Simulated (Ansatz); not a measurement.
# Tunnelling decay and corrugation (reconstruction): Pb(110)-(2x1)-N added row; Cu(110)-(2x1)-S added row; and others

A simple barrier model says that the current falls as exp(−2κz) with κ = 0.512 √φ (Å⁻¹, φ in eV). How well does that hold over real surfaces, and how fast does atomic contrast fade as the tip draws back?

How it was computed: Ansatz 0.2.0, plane waves with PAW datasets (its set soft_2), functional as listed; relaxed slabs, Tersoff-Hamann images of the filled states within the window listed under the Fermi level. κ is fitted to the planar mean between 3 and 5 Å over the top atom; the model's barrier is the work function plus half the window. A setpoint is the mean density at the height named.

The runs side by side:

| surface | functional | work function (eV) | window (eV) | κ, model (Å⁻¹) | κ, fitted (Å⁻¹) | near setpoint (Å): corrugation (Å) | far setpoint (Å): corrugation (Å) |
| --- | --- | --- | --- | --- | --- | --- | --- |
| Pb(110)-(2x1)-N added row | PBE | 3.45 | 0.40 | 0.98 | 1.12 | 3: 1.540 | 5: 0.687 |
| Pb(110)-(2x1)-O added row | r2SCAN | 3.61 | 0.20 | 0.99 | 1.08 | 3: 1.193 | 5: 0.460 |
| Pb(110) with every third atom of each close-packed row removed | PBE-D3(BJ) | 3.65 | 0.40 | 1.01 | 1.03 | 3: 1.617 | 5: 0.968 |
| Ni(100)-(2x1) missing row | PBE | 4.45 | 0.40 | 1.10 | 1.16 | 3: 0.942 | 5: 0.390 |
| Ni(110) with every third atom of each close-packed row removed | PBE-D3(BJ) | 4.46 | 0.30 | 1.10 | 1.16 | 3: 0.890 | 4.5: 0.639 |
| Ni(110)-(1x3) missing row | r2SCAN | 4.54 | 0.50 | 1.12 | 1.20 | 3: 0.978 | 5: 0.506 |
| Au(110)-(1x2) missing row | PBE | 5.11 | 0.50 | 1.19 | 1.27 | 3: 1.256 | 4.5: 0.921 |
| Ag(110)-(2x1)-O added row | LDA | 5.15 | 0.50 | 1.19 | 1.35 | 3: 1.107 | 5: 0.631 |
| Pt(110)-(1x2) missing row | PBE-D3(BJ) | 5.33 | 0.50 | 1.21 | 1.30 | 3: 1.725 | 5: 1.389 |
| Cu(110)-(2x1)-S added row | LDA | 5.80 | 0.20 | 1.24 | 1.36 | 3: 1.395 | 4.5: 0.669 |

**Reading.** The fitted κ is 1.02 to 1.14 times the model's, and larger in 10 of 10. Momentum along the surface adds to κ² and raises it, while a barrier that has not reached its full height this near the surface lowers it. Worked for Pb(110)-(2x1)-N added row: 0.512 × √(3.45 + 0.20) = 0.98 Å⁻¹; with the fitted 1.12 Å⁻¹ the current falls by exp(2 × 1.12) = 9.4 per Å. Where it is still over 0.005 Å at the far setpoint (10 rows), the corrugation falls by a factor of 1.1 to 1.6 per Å.

What the numbers leave out: The model has an s-wave tip and no forces between tip and sample. Semilocal potentials reach the vacuum level too fast, without an image tail. The surfaces are built from prototypes and need not be the stable ones; functionals, windows and heights differ between rows (the narrowest window from 0.2 eV on is taken, and runs with charge in the vacuum are left out), and rows with Cr, Mn, Fe, Co, Ni or Gd rest on one magnetic start or none. The table is a selection: not every member that was run is listed.
